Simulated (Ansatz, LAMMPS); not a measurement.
# Glassy 44SiO2-44B2O3-6MgO-6CaO (mol %) (120 atoms): geometry optimisation, part 3 of 3

Aim: bring glassy 44SiO2-44B2O3-6MgO-6CaO (mol %) (120 atoms) to a nearby minimum of the energy and see what moves.

Ansatz 0.2.0; Kohn-Sham DFT, PBE, PAW (set soft_2), plane waves.

The cell: 14 Si, 28 B, 2 Mg, 2 Ca and 74 O. The quench rate of 50 K/ps is many orders above laboratory rates. The starting topology of bonds comes from the classical model. Sampling is at Γ alone, for a cell whose shortest periodic width is 11 Å.

So far, density (g/cm³): step 5 (local order after relaxation) 2.31.

### 6. Single point at the relaxed geometry

One more single point at the end of the walk gives the fuller output and checks the residual forces.

File input.yaml:

```yaml
crystal:
  lattice:
    - [11.30929, 0.0, 0.0]
    - [0.0, 11.30929, 0.0]
    - [0.0, 0.0, 11.30929]
  atoms:
    - { symbol: Si, position: [0.08359, 0.40456, 0.29775] }
    - { symbol: Si, position: [0.57024, 0.39941, 0.62333] }
    - { symbol: Si, position: [0.28111, 0.92589, 0.26808] }
    - { symbol: Si, position: [0.75538, 0.46471, 0.04166] }
    - { symbol: Si, position: [0.13209, 0.8301, 0.47593] }
    - { symbol: Si, position: [0.45984, 0.62093, 0.25347] }
    - { symbol: Si, position: [0.69121, 0.70824, 0.13862] }
    - { symbol: Si, position: [0.267, 0.10762, 0.77163] }
    - { symbol: Si, position: [0.72811, 0.25566, 0.46271] }
    - { symbol: Si, position: [0.61952, 0.81531, 0.57964] }
    - { symbol: Si, position: [0.51062, 0.08601, 0.90339] }
    - { symbol: Si, position: [0.74599, 0.58728, 0.54109] }
    - { symbol: Si, position: [0.91492, 0.99421, 0.7698] }
    - { symbol: Si, position: [0.90973, 0.33831, 0.86278] }
    - { symbol: B, position: [0.06453, 0.14409, 0.88452] }
    - { symbol: B, position: [0.51278, 0.03737, 0.3007] }
    - { symbol: B, position: [0.485, 0.19058, 0.1269] }
    - { symbol: B, position: [0.53158, 0.72384, 0.78426] }
    - { symbol: B, position: [0.38192, 0.18952, 0.40685] }
    - { symbol: B, position: [0.16219, 0.2049, 0.44621] }
    - { symbol: B, position: [0.19152, 0.31756, 0.09441] }
    - { symbol: B, position: [0.74159, 0.29048, 0.22298] }
    - { symbol: B, position: [0.29135, 0.4303, 0.91246] }
    - { symbol: B, position: [0.30737, 0.74577, 0.09699] }
    - { symbol: B, position: [0.13649, 0.12443, 0.1849] }
    - { symbol: B, position: [0.89968, 0.4329, 0.44525] }
    - { symbol: B, position: [0.31413, 0.733, 0.86594] }
    - { symbol: B, position: [0.21994, 0.3502, 0.71125] }
    - { symbol: B, position: [0.41937, 0.69528, 0.49872] }
    - { symbol: B, position: [0.03164, 0.04402, 0.54902] }
    - { symbol: B, position: [0.08681, 0.4862, 0.59256] }
    - { symbol: B, position: [0.1779, 0.69023, 0.67544] }
    - { symbol: B, position: [0.62649, 0.89928, 0.01555] }
    - { symbol: B, position: [0.90184, 0.11556, 0.19325] }
    - { symbol: B, position: [0.73776, 0.14717, 0.81887] }
    - { symbol: B, position: [0.89192, 0.562, 0.7548] }
    - { symbol: B, position: [0.60862, 0.50226, 0.83529] }
    - { symbol: B, position: [0.67186, 0.01601, 0.44869] }
    - { symbol: B, position: [0.44538, 0.35854, 0.25904] }
    - { symbol: B, position: [0.79026, 0.92575, 0.15489] }
    - { symbol: B, position: [0.92265, 0.76803, 0.85807] }
    - { symbol: B, position: [0.09423, 0.63523, 0.31282] }
    - { symbol: Mg, position: [0.37628, 0.53658, 0.73648] }
    - { symbol: Mg, position: [0.93873, 0.70796, 0.10636] }
    - { symbol: Ca, position: [0.37259, 0.97753, 0.5566] }
    - { symbol: Ca, position: [0.31871, 0.46311, 0.46336] }
    - { symbol: O, position: [0.42483, 0.76356, 0.82395] }
    - { symbol: O, position: [0.68523, 0.29836, 0.32983] }
    - { symbol: O, position: [0.70786, 0.3762, 0.14188] }
    - { symbol: O, position: [0.2797, 0.7531, 0.97926] }
    - { symbol: O, position: [0.874, 0.40882, 0.98509] }
    - { symbol: O, position: [0.08398, 0.72124, 0.40011] }
    - { symbol: O, position: [0.61945, 0.51697, 0.55315] }
    - { symbol: O, position: [0.78349, 0.5997, 0.10059] }
    - { symbol: O, position: [0.65431, 0.50167, 0.94681] }
    - { symbol: O, position: [0.62207, 0.77673, 0.03126] }
    - { symbol: O, position: [0.74525, 0.11196, 0.46068] }
    - { symbol: O, position: [0.1533, 0.52727, 0.34658] }
    - { symbol: O, position: [0.06918, 0.14619, 0.49167] }
    - { symbol: O, position: [0.18293, 0.7891, 0.6055] }
    - { symbol: O, position: [0.42843, 0.40604, 0.62481] }
    - { symbol: O, position: [0.36644, 0.62676, 0.57839] }
    - { symbol: O, position: [0.61935, 0.98037, 0.34517] }
    - { symbol: O, position: [0.18304, 0.02914, 0.24359] }
    - { symbol: O, position: [0.22627, 0.42939, 0.8018] }
    - { symbol: O, position: [0.98382, 0.05374, 0.88237] }
    - { symbol: O, position: [0.54687, 0.9506, 0.94237] }
    - { symbol: O, position: [0.40688, 0.07728, 0.80429] }
    - { symbol: O, position: [0.79048, 0.80471, 0.18944] }
    - { symbol: O, position: [0.93096, 0.6454, 0.83287] }
    - { symbol: O, position: [0.23363, 0.6869, 0.78559] }
    - { symbol: O, position: [0.40698, 0.6709, 0.37779] }
    - { symbol: O, position: [0.53566, 0.11865, 0.2066] }
    - { symbol: O, position: [0.62182, 0.15959, 0.85099] }
    - { symbol: O, position: [0.59777, 0.65787, 0.23428] }
    - { symbol: O, position: [0.80858, 0.24588, 0.82183] }
    - { symbol: O, position: [0.9956, 0.47002, 0.52366] }
    - { symbol: O, position: [0.61766, 0.40714, 0.76231] }
    [... 36 atom lines left out ...]
    - { symbol: O, position: [0.60652, 0.79743, 0.72303] }
    - { symbol: O, position: [0.81175, 0.58997, 0.66921] }
    - { symbol: O, position: [0.25216, 0.8229, 0.17244] }
    - { symbol: O, position: [0.55527, 0.60408, 0.78916] }
    - { symbol: O, position: [0.81552, 0.19952, 0.19187] }
    - { symbol: O, position: [0.25144, 0.88526, 0.40784] }
kpoints:
  mp_grid: { grid: [1, 1, 1] }
hamiltonian:
  xc: pbe
scf:
  occupations: { method: fixed }
output:
  forces: true
  stress: true
  populations: true
  dos:
    method: { smearing: { sigma: 0.08 } }
    de: 0.1
    projected: { site_lists: { B: [B], Ca: [Ca], Mg: [Mg], O: [O], Si: [Si] } }
  eigenvalues: true
  write_density: true
  write_potential: true
  volumetric_format: npy
  elf: true
```

Run with:

```console
ansatz run input.yaml --threads 4 --pin off --max-ram 8192MiB --backend cpu --events-out ev --progress --plain --runs-dir out
```

Numbers of over 12 decimals in the logs are rounded to 6 here.

Log:

```text
[...]
Crystal: 120 atoms, lattice volume = 1446.459 Å³
Basis set: ecut = 420 eV, 28353 PW (Γ), exchange–correlation on 160×160×160 points (8 copies of the dense FFT grid, shifted against one another)
Bands: 432, of which v1, the nominal top of the filled ones, is band 312 counted from 1 (311 counted from 0)
Symmetry: 1 space group operations
[...]
k-points: 1
[...]
SCF iter   1: F=—  HF=-62852.699481 eV  |F-HF|=—  |Δ(HF+E_count)|=         —  Δρ=3.09e-3  dr2=1.29e-1  ethr=1.77e-3  ⟨swp⟩=6.0  Hψ=1566  notcnv=0  defer=117
[...]
SCF iter   9: F=-62852.716074 eV  HF=-62852.716074 eV  |F-HF|=3.18e-8  |Δ(HF+E_count)|=   7.12e-8  Δρ=1.80e-6  dr2=4.51e-8  ethr=1.60e-11  ⟨swp⟩=22.0  Hψ=4809  notcnv=0
SCF 1 converged in 9 iterations: F = -62852.716074 eV  dr2 = 4.51e-8
[...]
SCF converged after 9 iterations
Free energy (F): -62852.716074 eV
[...]
Internal energy: -62852.716074 eV  (E = F + TS)
E sigma→0 (E₀):  -62852.716074 eV
Fermi energy:    2.675252 eV
[...]
--- Forces (eV/Å), atoms counted from 1 ---
  atom   1  Si    -0.00354569    -0.00015881     0.00431939
  atom   2  Si     0.00306296     0.00038025    -0.00190206
  atom   3  Si    -0.00181474    -0.00243006     0.00736844
  atom   4  Si    -0.00593253    -0.00060743     0.00074389
  atom   5  Si     0.00026993    -0.00206451    -0.00158590
  atom   6  Si    -0.00708099     0.00457803     0.00437305
  atom   7  Si     0.00307006     0.00589393     0.00315569
  atom   8  Si    -0.00588435     0.00560786     0.00221897
  atom   9  Si    -0.00270539     0.00427929     0.00040094
  atom  10  Si    -0.00643039     0.00461964     0.00367788
  atom  11  Si     0.01231312     0.00099257     0.00146401
  atom  12  Si    -0.00431529     0.00212841    -0.00245974
  atom  13  Si    -0.00483750    -0.00058385     0.00517178
  atom  14  Si    -0.00187002     0.00116428    -0.00118383
[...]
atom 119  O     -0.00128641     0.00898663     0.00088668
  atom 120  O     -0.00421089    -0.00202120     0.00306916
  max |Σ_I F_I| component: 7.67e-5 eV/Å
--- Stress (GPa, compression-positive) ---
        1.807892       0.249321      -0.152935
        0.249319       0.389973       0.810624
       -0.152944       0.810625       0.776159
  P = ⅓ Tr σ = 0.9913 GPa (9.913 kbar)
--- Band table (eV) ---
[...]
--- Löwdin populations: 120 sites ---
  site symbol       q [e]
     0     Si      2.2462
     1     Si      2.2917
     2     Si      2.2549
[...]
119      O      6.8406
  spilling = 0.011033 (of n_electrons = 624.000000)
```

Wall time 53 s (4 threads of Arm Neoverse N1, shared host); peak memory 2.1 GiB.

Numbers from this run:

```
free energy                                      : -62852.7161 eV
free energy per atom                             : -523.7726 eV/atom
SCF cycles                                       : 9
pressure                                         : 0.9913 GPa
r.m.s. force component                           : 0.00582 eV/Å
longest force                                    : 0.0339 eV/Å
Fermi energy                                     : 2.675 eV
gap (highest filled to lowest empty level) : 4.851 eV
spilling of the projection                       : 0.01103
```

Löwdin charges by element and coordination (they lack the spilled electrons, 0.057 e an atom on average):

```csv
element,coordination,atoms,mean charge (e),spread,least,most
B,all,28,0.645,0.0331,0.583,0.699
B,3,26,0.649,0.0317,0.583,0.699
B,4,2,0.599,0.0049,0.594,0.604
Ca,all,2,1.81,0.0078,1.80,1.81
Ca,5,1,1.81,0,1.81,1.81
Ca,8,1,1.80,0,1.80,1.80
Mg,all,2,1.68,0.0055,1.67,1.68
Mg,4,1,1.68,0,1.68,1.68
Mg,6,1,1.67,0,1.67,1.67
O,all,74,-0.580,0.147,-1.01,-0.344
O,2,57,-0.569,0.139,-0.961,-0.344
O,3,17,-0.616,0.165,-1.01,-0.415
Si,all,14,1.77,0.0301,1.71,1.81
```

Density of states as counts of states in windows of 1 eV (from the Fermi level), total and the larger projections:

```csv
from (eV),to (eV),total,O p,B p
-10,-9,22.2,15.4,1.3
-9,-8,22.3,15.5,2.3
-8,-7,35.3,25.0,4.9
-7,-6,37.8,27.2,5.5
-6,-5,28.1,20.5,4.2
-5,-4,38.2,28.9,5.9
-4,-3,58.6,49.1,4.1
-3,-2,82.2,75.4,2.1
-2,-1,76.1,72.4,1.0
-1,0,36.7,35.0,0.5
0,1,2.7,2.5,0.0
1,4,0.0,0.0,0.0
4,5,2.0,0.1,0.1
```

The curve was stored every 0.10 eV, coarse against its broadening of 0.08 eV, so these counts are rough.

With fixed occupations the program's Fermi level is the highest filled level; weight inside the gap is the broadening of levels at its edges.

Between -26 and -10 eV lie 164 more states.

The levels nearest the highest filled one (over half full), pooled over k-points and spins:

```csv
level less the highest filled one (eV),occupation
-0.298,2
-0.211,2
-0.146,2
-0.0766,2
-0.0356,2
0,2
4.85,0
5.19,0
5.49,0
5.59,0
5.81,0
5.89,0
```

Electrostatic potential energy in the ab plane at fractional z = 0.449, with atoms of Si and B and Ca and O within 0.2 Å of it. With pseudopotentials it is smooth inside the atoms' cores, unlike the true potential.

Ten even steps from '_' (-45 eV) to '@' (10 eV), each cell a mean:
```
##++##@@@@@@@@@@@@@@%%%%%%%%@@@@@@@@@@%%**----##%%@@@@@@@@@@@@@@
++--++%%%%%%%%##**%%%%%%%%%%@@@@@@@@@@@@%%%%%%@@@@@@@@@@@@@@@@@@
%%##**++--++**--::++%%@@@@@@@@@@@@@@@@@@@@@@@@@@@@@@@@@@@@@@@@@@
@@%%++______==****%%@@@@@@@@@@@@@@@@@@@@@@@@@@@@@@@@@@@@@@@@@@@@
@@%%++..__..++%%@@@@@@@@@@@@@@@@@@@@@@@@@@@@@@@@@@@@@@@@@@@@@@@@
@@%%**++++**##%%@@@@@@@@%%%%%%%%@@@@@@@@@@@@@@@@@@@@@@@@@@@@@@@@
@@%%++==##%%@@@@@@@@@@%%**++**%%@@@@@@@@@@@@%%%%@@@@@@@@@@@@@@@@
@@@@%%%%@@@@@@@@@@@@@@%%**--++##%%@@@@@@@@@@@@@@@@@@@@@@@@@@@@@@
@@@@@@@@@@@@@@@@@@@@@@%%%%##%%%%@@@@@@@@@@@@@@%%%%@@@@@@@@@@@@@@
@@@@@@@@@@@@@@@@@@@@@@%%%%%%@@@@@@@@@@@@@@@@%%%%####**%%@@@@@@@@
@@@@@@@@@@@@@@@@%%######%%%%@@@@@@@@@@@@@@@@%%%%##::..--%%@@@@@@
@@@@@@@@@@@@@@%%**::..--**%%@@@@@@@@@@@@@@@@@@@@##--..::##%%%%@@
%%@@@@@@@@@@%%##==______--##%%@@@@@@@@@@@@@@@@@@@@%%**++::::++%%
@@@@@@@@@@@@%%##++..__..++%%%%@@@@@@@@@@@@@@@@@@@@@@%%==____--##
@@@@@@@@@@@@@@%%##**++**##%%@@@@@@@@@@@@@@@@@@@@@@@@%%**----**%%
@@@@@@@@@@@@@@@@@@%%%%%%@@@@@@@@@@@@@@@@@@%%%%##%%%%**==##%%@@@@
@@@@@@@@%%%%%%@@@@@@@@@@@@@@@@@@@@@@@@@@%%**--..--****++%%@@@@@@
@@@@@@%%**++**%%@@@@%%%%%%%%@@@@@@@@@@@@%%==______--##@@@@@@@@@@
@@@@%%**..__..******##++==++%%@@@@@@@@@@%%++..__..++%%@@@@@@@@@@
@@##++==::__::==..__::==::==##%%@@@@@@@@@@%%**++++##@@@@@@@@@@@@
@@++--==##**##**::..==##****++++%%@@@@@@@@%%**....++@@@@@@@@@@@@
@@%%##%%@@@@@@@@%%%%%%%%%%##----**@@@@@@%%##==__..==@@@@@@@@@@@@
@@@@@@@@@@@@@@@@@@@@@@@@%%%%####%%@@@@%%==::::==**%%@@@@@@@@@@@@
@@@@@@@@@@@@@@@@@@@@%%%%%%%%@@@@@@@@@@##::____==%%@@@@@@@@@@@@@@
```
Columns run along a (11.3 Å; values clipped at the 3rd and 97th percentile), rows up along b (11.3 Å). Atoms in or near the plane, at fractional coordinates: Si at (0.73, 0.26), B at (0.16, 0.20), B at (0.90, 0.43), B at (0.67, 0.02), Ca at (0.32, 0.46), O at (0.75, 0.11), O at (0.82, 0.53), O at (0.28, 0.16).

ELF in the ab plane at fractional z = 0.449, with atoms of Si and B and Ca and O within 0.2 Å of it. It is the smooth field of the valence electrons, not physical close to the nuclei.

Ten even steps from '0' (0.00) to '9' (0.85), each cell a mean:
```
99972025641000000012332210000158
99983269994100000001123210000269
88862599998200121000010000000257
33311489997201576410000000000012
13442135652002578620134543100000
58998521100122345310479986200002
79999620001466421101589985100004
68998410001479852000378741000002
13432000001246641000023212453100
00000100000012210001001268997300
21002430033200000034311598688301
63102421699961000146521488688325
65201102899993000024310257895246
43100001799971000000000001331035
10001110266410000000000013686322
00135542000134310000111247898510
00157863000256410012221148998620
00136742222235310012221215887410
45442037888522210001111322222101
89996169769824775200147997300005
99998358888537999610268779830016
67875116995138999610379779950003
12221001331027997202237998730000
55320000000002442013200454200013
```
Columns run along a (11.3 Å), rows up along b (11.3 Å). Atoms in or near the plane, at fractional coordinates: Si at (0.73, 0.26), B at (0.16, 0.20), B at (0.90, 0.43), B at (0.67, 0.02), Ca at (0.32, 0.46), O at (0.75, 0.11), O at (0.82, 0.53), O at (0.28, 0.16).

Mean Löwdin charges: B +0.65, Ca +1.81, Mg +1.68, O -0.58, Si +1.77 e (they miss 1.1 % of the electrons, so they add up to more than the cell's charge). The largest share in the top eV of filled states is O p (97 % of the projected weight), and in the lowest eV of empty states B p (57 % of the projected weight).

Local excerpt of 10 atoms (numbers count through the whole input) about O120, which has 3 bonded neighbours where the commonest count for O is 2; x, y, z are measured from there.

```csv
atom,x,y,z,distance (Å),bonds,Löwdin charge (e)
O120,0.00,0.00,0.00,0.00,3,-0.84
Si5,-1.35,-0.62,0.77,1.67,4,1.77
Si3,0.34,0.46,-1.58,1.68,4,1.75
Ca45,1.37,1.04,1.68,2.41,5,1.81
O64,-0.77,1.63,-1.86,2.59,2,-0.58
O60,-0.77,-1.09,2.24,2.60,2,-0.58
O110,1.91,0.76,-1.63,2.62,2,-0.64
O52,-1.89,-1.85,-0.09,2.65,2,-0.59
O90,-2.42,0.57,0.95,2.66,2,-0.59
O117,0.01,-0.71,-2.66,2.75,2,-0.58
```

The column of bonds counts only the pairs O-B within 1.83 Å, O-Si within 2.08 Å, O-Ca within 2.93 Å, O-Mg within 2.62 Å; other neighbours, such as metal atoms beside each other in a compound, aren't counted, and periodic images can show an atom twice.

### 7. Results

```
energy change in the relaxation                  : -100.5 meV/atom
r.m.s. displacement                              : 0.44 Å
largest displacement                             : 1.181 Å
free energy per atom                             : -523.7726 eV/atom
pressure                                         : 0.9913 GPa
r.m.s. force component                           : 0.00582 eV/Å
gap (highest filled to lowest empty level) : 4.851 eV
wall time of the 3 DFT runs                      : 12 min
```

**Reading.** Relaxation lowers the energy by 101 meV/atom and moves atoms by 0.44 Å r.m.s.; the r.m.s. force component goes from 1.1 to 0.0058 eV/Å, the pressure goes from -4.4 to 0.99 GPa, and the gap from 3.37 to 4.85 eV. By the final cutoffs 3 of 165 bonded pairs parted and 3 joined. First to last step the energy falls by 12.061 eV; the largest move, 1.18 Å, is that of O64. The O-B bonds change most in mean length: from 1.409 Å (spread 0.031) to 1.385 Å (spread 0.040). Counting bonds as in the table, 93 % of B atoms have 3, 50 % of Ca atoms have 5 and as many 8, 50 % of Mg atoms have 4 and as many 6 and 77 % of O atoms have 2 bonded neighbours. 92 % of the oxygens bridge two formers (Si and B) and 8 % are non-bridging. Between filled and empty levels lie 4.85 eV (at Γ alone); a semilocal functional tends to put such gaps too low. In a disordered cell it changes from sample to sample, and tail or defect levels can set it.

**Limits.** The starting topology of bonds comes from the classical model; in DFT 3 of its 165 bonded pairs passed out of the cutoffs and 3 came within them.

[Logs are printed without paths, hosts, clocks, repeated set-up lines and the standing remarks that a program may print on its own settings, such as how far it seeks lower states.]

[Hosts, paths, dates, database ids (printed as entryN), source tags and the programs' standing remarks are cut or masked in the printed files.]
